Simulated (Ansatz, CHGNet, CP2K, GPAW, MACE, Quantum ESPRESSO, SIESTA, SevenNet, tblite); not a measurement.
**A faulty SIESTA run on random packing of 77TeO2-23ZnO (mol %) (86 atoms)**

Program: SIESTA 5.4.2, a calculation on a cell of 24 Te, 55 O and 7 Zn, 15.0 Å³ an atom.

The input, input.fdf:

```
SystemLabel cell
NumberOfAtoms 86
NumberOfSpecies 3
%block ChemicalSpeciesLabel
  1 52 Te
  2 8 O
  3 30 Zn
%endblock ChemicalSpeciesLabel
LatticeConstant 1.0 Ang
%block LatticeVectors
  10.89410 0.00000 0.00000
  0.00000 10.89410 0.00000
  0.00000 0.00000 10.89410
%endblock LatticeVectors
PAO.BasisSize DZP
PAO.EnergyShift 0.01 Ry
XC.Functional GGA
XC.Authors PBE
MeshCutoff 20 Ry
%block kgrid_Monkhorst_Pack
  1 0 0 0.0
  0 1 0 0.0
  0 0 1 0.0
%endblock kgrid_Monkhorst_Pack
SolutionMethod diagon
OccupationFunction FD
ElectronicTemperature 580 K
SCF.Mixer.Method Pulay
SCF.Mixer.Weight 0.15
SCF.Mixer.History 8
SCF.Mix Hamiltonian
MaxSCFIterations 60
SCF.DM.Tolerance 1e-04
SCF.H.Tolerance 1.0e-3 eV
WriteForces T
Write.HirshfeldPop T
Write.VoronoiPop T
Write.DM F
Write.H F
XML.Write F
AtomicCoordinatesFormat Fractional
%block AtomicCoordinatesAndAtomicSpecies
  0.18250 0.92575 0.02781 1
  0.65123 0.49037 0.96611 1
  0.93159 0.95351 0.98237 1
  0.64153 0.84789 0.45729 1
  0.68170 0.41016 0.45014 1
  0.91053 0.60424 0.35000 1
  0.90912 0.42157 0.92333 1
  0.37176 0.10142 0.01476 1
  0.77785 0.17666 0.83812 1
  0.22434 0.09883 0.33951 1
[... 72 atom lines left out ...]
  0.02464 0.19752 0.89305 3
  0.46745 0.59706 0.83116 3
  0.25020 0.78812 0.26110 3
  0.49617 0.31751 0.06665 3
%endblock AtomicCoordinatesAndAtomicSpecies
```

On the command line:

```console
OMP_NUM_THREADS=1 mpirun -np 2 siesta < input.fdf > output.txt
```

What it wrote:

```text
Version         : 5.4.2
reinit: System Name:
reinit: System Label: cell
initatom: Reading input for the pseudopotentials and atomic orbitals ----------
Species number:   1 Atomic number:   52 Label: Te
Species number:   2 Atomic number:    8 Label: O
Species number:   3 Atomic number:   30 Label: Zn
Ground state valence configuration (from tables):   5s02  5p04  5d00  4f00
Ground state valence configuration (from tables):   2s02  2p04  3d00  4f00
Ground state valence configuration (from tables):   4s02  4p00  3d10  4f00
---- Processing specs for species: Te
GGA--PBE XC_GGA_X_PBE--XC_GGA_C_PBE pb
Semicore shell(s) with 10 electrons included in the valence for Te
---- Processing specs for species: O
GGA--PBE XC_GGA_X_PBE--XC_GGA_C_PBE pb
---- Processing specs for species: Zn
GGA--PBE XC_GGA_X_PBE--XC_GGA_C_PBE pb
Semicore shell(s) with  8 electrons included in the valence for Zn
Semicore shell(s): 4d
Fallback to non-perturbative polarization scheme for Te
Please see the manual if this is not desired in principle
Semicore shell(s): 3s 3p
[... lines left out ...]
Total number of electrons:   854.000000
[... lines left out ...]
stepf: Fermi-Dirac step function
        iscf     Eharris(eV)        E_KS(eV)     FreeEng(eV)     dDmax    Ef(eV) dHmax(eV)
[... lines left out ...]
SCF Convergence by DM+H criterion
[... lines left out ...]
SCF cycle converged after 30 iterations
[... lines left out ...]
----------------------------------------
   Max  943.815777
   Res  148.832926    sqrt( Sum f_i^2 / 3N )
----------------------------------------
   Max  943.815777    constrained
Stress tensor Voigt[x,y,z,yz,xz,xy] (kbar):    -6982.72    -6358.44    -6532.49      -68.85      -43.91       34.51
(Free)E + p*V (eV/cell)  -129483.1048
Target enthalpy (eV/cell)  -134828.9953
siesta: Program's energy decomposition (eV):
siesta: Ebs     =    -24098.746498
siesta: Eions   =    156224.141992
siesta: Ena     =     10189.760070
siesta: Ekin    =     68411.500028
siesta: Enl     =    -30099.702681
siesta: DEna    =      -407.192546
siesta: DUscf   =       336.228779
siesta: Ex      =    -25476.391047
siesta: Ec      =     -1558.725025
siesta: Exc     =    -27035.116072
siesta: Eharris =   -134828.664416
siesta: Etot    =   -134828.664415
siesta: FreeEng =   -134828.995301
siesta: Final energy (eV):
siesta:  Band Struct. =  -24098.746498
siesta:       Kinetic =   68411.500028
siesta:       Hartree =   44013.382653
siesta:         Exch. =  -25476.391047
siesta:         Corr. =   -1558.725025
siesta:   Exch.-corr. =  -27035.116072
siesta:  Ion-electron = -158613.285413
siesta:       Ion-ion =  -61605.145610
siesta:         Total = -134828.664415
siesta:         Fermi =      -2.319532
siesta: Stress tensor (static) (eV/Ang**3):
siesta:    -4.358272    0.021540   -0.027406
siesta:     0.021540   -3.968624   -0.042972
siesta:    -0.027405   -0.042972   -4.077261
siesta: Cell volume =       1292.927201 Ang**3
siesta: Pressure (static):
siesta:                Solid            Molecule  Units
siesta:           0.04503278          0.03030341  Ry/Bohr**3
siesta:           4.13471885          2.78233131  eV/Ang**3
siesta:        6624.54992531       4457.78620572  kBar
    Orbital volume contribution        =          27.598624 eV
    (Free)E + p_basis*V_orbitals       =     -134801.396677 eV
    (Free)Eharris+ p_basis*V_orbitals  =     -134801.396678 eV
Hirshfeld Atomic Populations:
Atom #   charge [q] valence [e]  Species
     1    -0.141288   16.141288  Te
     2    -0.457111   16.457111  Te
     3    -0.315378   16.315378  Te
[...]
25    -0.138016    6.138016  O
    26    -0.373889    6.373889  O
    27    -0.435531    6.435531  O
[...]
80     0.903936   19.096064  Zn
    81     0.989053   19.010947  Zn
    82     1.176910   18.823090  Zn
[...]
--------------------
 Total   -16.545035
Voronoi Atomic Populations:
Atom #   charge [q] valence [e]  Species
[...]
23    -0.071530   16.071530  Te
    24    -0.194123   16.194123  Te
[...]
78    -0.285223    6.285223  O
    79    -0.222917    6.222917  O
[...]
85     0.997421   19.002579  Zn
    86     1.297912   18.702088  Zn
--------------------
 Total   -17.035464
```

Wall time 44 s (2 MPI ranks of Arm Neoverse V1, shared host); peak memory 0.55 GiB; 88 s of CPU time.

Banners, paths, timers and routine set-up lines are dropped from the logs unmarked, and long logs keep their key lines alone; longer cuts are marked.

Against a plane-wave PBE reference and this program's sound run:

- energy less the same-level run's: -23330 meV/atom
- r.m.s. force difference from the same-level run: 148800 meV/Å

Why should this run not be trusted?

A mesh cutoff far too low: mesh cutoff 20 Ry. The sound run has mesh cutoff 500 Ry.

The run converged all the same, so the exit status doesn't show the fault.

[Also dropped from logs without a mark: logging warnings of Python, and SIESTA's first energy breakdown and zero terms.]

[Logs are printed without paths, hosts, clocks, repeated set-up lines and the standing remarks that a program may print on its own settings, such as how far it seeks lower states.]

[Hosts, paths, dates, database ids (printed as entryN), source tags and the programs' standing remarks are cut or masked in the printed files.]
